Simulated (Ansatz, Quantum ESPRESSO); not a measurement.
## Be3Bi (Pm-3m): zone-centre phonons

Wanted: the vibrations of Be3Bi (Pm-3m) at Γ, by two programs.

Program: Quantum ESPRESSO 7.5. Level of theory: DFT LDA, scalar-relativistic, plane waves, PseudoDojo norm-conserving pseudopotentials. Results are calculated unless marked as measured.

Most raw output is cut from this account.

The structure was built from a prototype and need not be the compound's stable phase.

## (1) The structure

Symmetry: Pm-3m, No. 221, cubic system. Conventional cell: a = 3.752 Å, b = 3.752 Å, c = 3.752 Å, α = 90.00°, β = 90.00°, γ = 90.00°. Nearest to Bi lie 12 Be at 2.65 Å. Nearest to Be lie 4 Bi at 2.65 Å and 8 Be at 2.65 Å. Farther neighbours are not listed.

Coordinates:

```cif
data_structure
_symmetry_space_group_name_H-M 'P 1'
_symmetry_Int_Tables_number 1
_cell_length_a 3.7516
_cell_length_b 3.7516
_cell_length_c 3.7516
_cell_angle_alpha 90.000
_cell_angle_beta 90.000
_cell_angle_gamma 90.000
_cell_volume 52.80
loop_
_atom_site_label
_atom_site_type_symbol
_atom_site_fract_x
_atom_site_fract_y
_atom_site_fract_z
_atom_site_occupancy
Bi1 Bi 0.00000 0.00000 0.00000 1
Be2 Be 0.00000 0.50000 0.50000 1
Be3 Be 0.50000 0.00000 0.50000 1
Be4 Be 0.50000 0.50000 0.00000 1
```

## (2) A first look

A cheap run with smearing and empty bands tells whether the crystal has a gap, which decides between fixed occupations and smearing later on.

probe.in reads:

```
 &control
    calculation='scf',
    prefix='x',
    outdir='./tmp',
    pseudo_dir='./pseudo',
    tprnfor=.true.,
    tstress=.true.,
    verbosity='high',
 /
 &system
    ibrav=1,
    celldm(1)=7.08941132,
    nat=4,
    ntyp=2,
    ecutwfc=88.0,
    occupations='smearing',
    smearing='gaussian',
    degauss=0.01,
 /
 &electrons
    conv_thr=1.0d-07,
    mixing_beta=0.7,
    electron_maxstep=100,
 /
ATOMIC_SPECIES
 Bi    208.9804  Bi.upf
 Be      9.0122  Be.upf
ATOMIC_POSITIONS crystal
 Bi     0.000000000   0.000000000   0.000000000
 Be     0.000000000   0.500000000   0.500000000
 Be     0.500000000   0.000000000   0.500000000
 Be     0.500000000   0.500000000   0.000000000
K_POINTS automatic
 6 6 6 0 0 0
```

Run with:

```sh
$ OMP_NUM_THREADS=1 mpirun -n 4 pw.x -nk 4 -in probe.in > probe.out
```

It took 6 s on 4 MPI ranks of Arm Neoverse V2, shared host.

Read from the output:

- volume per atom: 13.20 Å³
- pressure: 5.63 GPa
- gap on the k-mesh: 0 eV

No gap opens on this mesh, so smearing is kept; the start stands at 5.6 GPa.

## (3) Relaxation

The relaxation runs at a cutoff a fifth above that of the response, since stress converges more slowly with the basis than frequencies do. Forces and stress are brought to rest with tight thresholds.

relax.in reads:

```
 &control
    calculation='vc-relax',
    prefix='x',
    outdir='./tmp',
    pseudo_dir='./pseudo',
    tprnfor=.true.,
    tstress=.true.,
    forc_conv_thr=2.0d-05,
    etot_conv_thr=1.0d-07,
    nstep=40,
 /
 &system
    ibrav=1,
    celldm(1)=7.08941132,
    nat=4,
    ntyp=2,
    ecutwfc=106,
    occupations='smearing',
    smearing='mv',
    degauss=0.02,
 /
 &electrons
    conv_thr=1.0d-11,
    mixing_beta=0.7,
    electron_maxstep=100,
 /
 &ions
 /
 &cell
    press_conv_thr=0.2,
 /
ATOMIC_SPECIES
 Bi    208.9804  Bi.upf
 Be      9.0122  Be.upf
ATOMIC_POSITIONS crystal
 Bi     0.000000000   0.000000000   0.000000000
 Be     0.000000000   0.500000000   0.500000000
 Be     0.500000000   0.000000000   0.500000000
 Be     0.500000000   0.500000000   0.000000000
K_POINTS automatic
 8 8 8 0 0 0
```

Run with:

```sh
$ OMP_NUM_THREADS=1 mpirun -n 4 pw.x -nk 4 -in relax.in > relax.out
```

Wall time 70 s (4 MPI ranks).

Relaxation path:

```csv
step,energy less that of the first step (eV),largest force (eV/Å),pressure (GPa),volume (Å³)
1,0.0000,0.0000,6.13,52.80
2,-0.0477,0.0000,3.12,54.47
3,-0.0670,0.0000,0.34,56.31
4,-0.0673,0.0000,0.03,56.54
5,-0.0673,0.0000,0.00,56.56
6,-0.0673,0.0000,0.00,56.56
7,-0.0674,0.0000,0.00,56.56
```

```csv
"conventional cell, symmetrised",before,after,change
a (Å),3.752,3.839,+2.3 %
b (Å),3.752,3.839,+2.3 %
c (Å),3.752,3.839,+2.3 %
volume (Å³/atom),13.20,14.14,+7.1 %
```

The relaxed structure:

```xyz
4
Lattice="3.8386 0.0000 0.0000 0.0000 3.8386 0.0000 0.0000 0.0000 3.8386" Properties=species:S:1:pos:R:3 pbc="T T T"
Bi    0.0000    0.0000    0.0000
Be    0.0000    1.9193    1.9193
Be    1.9193    0.0000    1.9193
Be    1.9193    1.9193    0.0000
```

The last row of the table of steps is pw.x's closing run on a basis chosen anew for the final cell, so its energy can jump.

Numbers from this step:

```
volume per atom : 14.14 Å³
pressure        : -0.001 GPa
```

The volume changes by +7.1 % from the cell with which this run began.

## (4) Self-consistent run for the response

The response is built on this ground state, so it is converged far tighter than an energy would need. Smearing stays on, as the first look found no gap above 0.3 eV.

scf.in reads:

```
 &control
    calculation='scf',
    prefix='x',
    outdir='./tmp',
    pseudo_dir='./pseudo',
    tprnfor=.true.,
    tstress=.true.,
 /
 &system
    ibrav=1,
    celldm(1)=7.25388117,
    nat=4,
    ntyp=2,
    ecutwfc=88.0,
    occupations='smearing',
    smearing='mv',
    degauss=0.02,
 /
 &electrons
    conv_thr=1.0d-12,
    mixing_beta=0.7,
    electron_maxstep=100,
 /
ATOMIC_SPECIES
 Bi    208.9804  Bi.upf
 Be      9.0122  Be.upf
ATOMIC_POSITIONS crystal
 Bi     0.000000000   0.000000000   0.000000000
 Be     0.000000000   0.500000000   0.500000000
 Be     0.500000000   0.000000000   0.500000000
 Be     0.500000000   0.500000000   0.000000000
K_POINTS automatic
 8 8 8 0 0 0
```

Run with:

```sh
$ OMP_NUM_THREADS=1 mpirun -n 4 pw.x -nk 4 -in scf.in > scf.out
```

It took 14 s on 4 MPI ranks.

This step gave:

| Item | Value |
| --- | --- |
| pressure | -0.01400 GPa |

The cell stands at -0.014 GPa, close enough for phonons.

## (5) Zone-centre response

At q = 0 one unit cell holds all displacements; symmetry groups them into irreducible representations that are solved one by one. With smeared occupations no response to a homogeneous field can be asked.

ph.in reads:

```
phonons
 &inputph
    prefix='x',
    outdir='./tmp',
    fildyn='g.dyn',
    tr2_ph=1.0d-18,
    alpha_mix(1)=0.4,
    nmix_ph=8,
 /
0.000000000000 0.000000000000 0.000000000000
```

Run with:

```sh
$ OMP_NUM_THREADS=1 mpirun -n 4 ph.x -nk 4 -in ph.in > ph.out
```

Elapsed: 6.2 min, on 4 MPI ranks; 25 min of CPU time.

Numbers from this step:

```yaml
largest_acoustic_frequency_at_the_zone_centre_before_the_sum_rule: 1.14 cm⁻¹
highest_optical_zone_centre_mode_no_lo_to_term: 296.0 cm⁻¹
lowest_optical_zone_centre_mode: -267.5 cm⁻¹
```

The acoustic modes at Γ come out as far as 1.1 cm⁻¹ from zero, where they should vanish, a small numerical error. The lowest optical mode is imaginary, 268i cm⁻¹, an instability at this level and on this k mesh.

## (6) Zone-centre analysis

A rigid shift of the crystal must cost nothing, but grids and finite bases break this; the acoustic sum rule is imposed before the matrix is diagonalised again.

dynmat.in reads:

```
 &input
    fildyn='g.dyn',
    asr='simple',
    fileig='dynmat.eig',
 /
```

Run with:

```sh
$ dynmat.x -in dynmat.in > dynmat.out
```

It took 0.52 s on 1 thread.

Unit eigenvectors of the mass-weighted matrix after the sum rule; no LO-TO term. Modes at Γ, with each element's share of the kinetic energy (negative means imaginary):

```csv
mode,frequency (cm⁻¹),Bi %,Be %
1,-267.5,3,97
2,-267.5,3,97
3,-267.5,3,97
4,0.0,89,11
5,0.0,89,11
6,0.0,89,11
7,206.0,0,100
8,206.0,0,100
9,206.0,0,100
10,296.0,9,91
11,296.0,9,91
12,296.0,9,91
```

Displacements in mode 3 (-267.5 cm⁻¹), the largest set to 1:
```
Bi1  0.00  0.00 -0.03
Be2  0.00  0.00 -0.10
Be3  0.00  0.00 -0.10
Be4  0.00  0.00  1.00
```

Displacements in mode 12 (296.0 cm⁻¹), the largest set to 1:
```
Bi1  0.01  0.02 -0.09
Be2 -0.01 -0.23  1.00
Be3 -0.11 -0.03  1.00
Be4 -0.11 -0.23  0.13
```

The rule moves no optical mode by more than 0.1 cm⁻¹.

## (7) Sum rules set otherwise (asr crystal)

The rule can be imposed in more than one way; the choices should agree where the raw error is small.

dynmat.in reads:

```
 &input
    fildyn='g.dyn',
    asr='crystal',
    fileig='dynmat.eig',
 /
```

Run with:

```sh
$ dynmat.x -in dynmat.in > dynmat.out
```

It took 0.52 s on 1 thread.

Zone-centre frequencies as printed; negative means imaginary. Modes:

```csv
mode,frequency (cm⁻¹)
1,-267.5
2,-267.5
3,-267.5
4,0
5,0
6,0
7,206
8,206
9,206
10,296
11,296
12,296
```

Against the first rule no mode moves by more than 0.1 cm⁻¹.

## (8) Sum rules set otherwise: a sum rule for molecules or wires on a crystal

This rule also removes rotations, which suits wires and not a crystal; it is tried to see the harm.

dynmat.in reads:

```
 &input
    fildyn='g.dyn',
    asr='one-dim',
    fileig='dynmat.eig',
 /
```

Run with:

```sh
$ dynmat.x -in dynmat.in > dynmat.out
```

It took 0.51 s on 1 thread.

The program raised no error, yet the settings are not those of a careful run.

The fault: a sum rule for molecules or wires on a crystal; 1 optical mode is projected out to zero frequency, as if it were a rotation.

For a crystal the rule has to be 'simple' or 'crystal'.

Zone-centre frequencies as printed; negative means imaginary. Modes:

```csv
mode,frequency (cm⁻¹)
1,-267.5
2,-267.5
3,-186.5
4,0
5,0
6,0
7,0
8,206
9,206
10,296
11,296
12,342.2
```

## (9) Cross-check with Ansatz

The same cell goes through another code, with its own cutoff. It uses its own PAW datasets, so the potentials differ. Its k mesh is centred on Γ.

This step: DFT LDA, scalar-relativistic, plane waves, PAW (Ansatz 0.2.0).

input.yaml reads:

```yaml
crystal:
  lattice:
    - [3.8385886047, 0.0, 0.0]
    - [0.0, 3.8385886047, 0.0]
    - [0.0, 0.0, 3.8385886047]
  atoms:
    - { symbol: Bi, position: [0.0, 0.0, 0.0] }
    - { symbol: Be, position: [0.0, 0.5, 0.5] }
    - { symbol: Be, position: [0.5, 0.0, 0.5] }
    - { symbol: Be, position: [0.5, 0.5, 0.0] }
kpoints:
  mp_grid: { grid: [8, 8, 8] }
hamiltonian:
  xc: lda
scf:
  occupations: { method: cold, width: 0.27211 }
output:
  eigenvalues: true
phonons:
  method: dfpt
```

Run with:

```sh
$ ansatz run input.yaml --threads 4 --pin off --max-ram 8192MiB --backend cpu --events-out ev --progress --plain --runs-dir out
```

The job ended after 9 s (4 threads; peak memory 0.64 GiB; 33 s of CPU time).

This step gave:

| Item | Value |
| --- | --- |
| sum-rule residual before enforcement | 6.88e-5 eV/Å² |
| highest optical zone-centre mode (no LO-TO term) | 294.4 cm⁻¹ |
| lowest optical zone-centre mode | -268.1 cm⁻¹ |

## (10) The two compared: QE PseudoDojo and Ansatz, PAW

Worked out from the results:

```
root-mean-square difference : 1.18 cm⁻¹
largest difference          : 1.58 cm⁻¹
```

Frequencies side by side, by row:

```csv
q (reciprocal lattice),mode,QE PseudoDojo (cm⁻¹),"Ansatz, PAW (cm⁻¹)"
0 0 0,1,-267.5,-268.1
0 0 0,2,-267.5,-268.1
0 0 0,3,-267.5,-268.1
0 0 0,4,0,0
0 0 0,5,0,0
0 0 0,6,0,0
0 0 0,7,206,204.9
0 0 0,8,206,204.9
0 0 0,9,206,204.9
0 0 0,10,296,294.4
0 0 0,11,296,294.4
0 0 0,12,296,294.4
```

At the zone centre the largest difference (acoustic modes at Γ apart) is 0.5 % of the highest mode.

## (11) Outcome

```json
{
  "space group after relaxation": "Pm-3m",
  "volume per atom": "14.1 Å³",
  "highest optical zone-centre mode (no LO-TO term)": "296.0 cm⁻¹",
  "lowest optical zone-centre mode": "-267.5 cm⁻¹",
  "imaginary optical modes at the zone centre (no q mesh in this session)": "yes",
  "largest difference from Ansatz, PAW": "1.58 cm⁻¹"
}
```

**Reading.** At the LDA level the optical modes of Be3Bi (Pm-3m) at the zone centre run from 267i to 296 cm⁻¹, so the structure is a saddle point, with 3 modes beyond 10i cm⁻¹ there. Of the 9 optical modes, 6 are infrared active alone and 3 are silent. QE PseudoDojo and Ansatz, PAW differ by 1.2 cm⁻¹ in the root mean square and by 1.6 cm⁻¹ at most, 0.5 % of the highest mode compared (acoustic modes at Γ left out); the two use different potentials, and the cell was not relaxed for the second set. These are harmonic frequencies at zero temperature: anharmonic shifts and linewidths and thermal expansion are left out. Spin-orbit coupling is left out, which can matter for the heavy elements here. In a metal the frequencies hang on the k mesh and the smearing, most of all near Kohn anomalies. The runs are without spin polarisation, although the cell has an odd electron count or an open d or f shell, so a magnetic state was not tested. The structure is a hypothetical one, built on a prototype.

[Host names and launcher messages were left out of these logs when they were recorded.]

[Logs are printed without paths, hosts, clocks, repeated set-up lines and the standing remarks that a program may print on its own settings, such as how far it seeks lower states.]

[Hosts, paths, dates, database ids (printed as entryN), source tags and the programs' standing remarks are cut or masked in the printed files.]
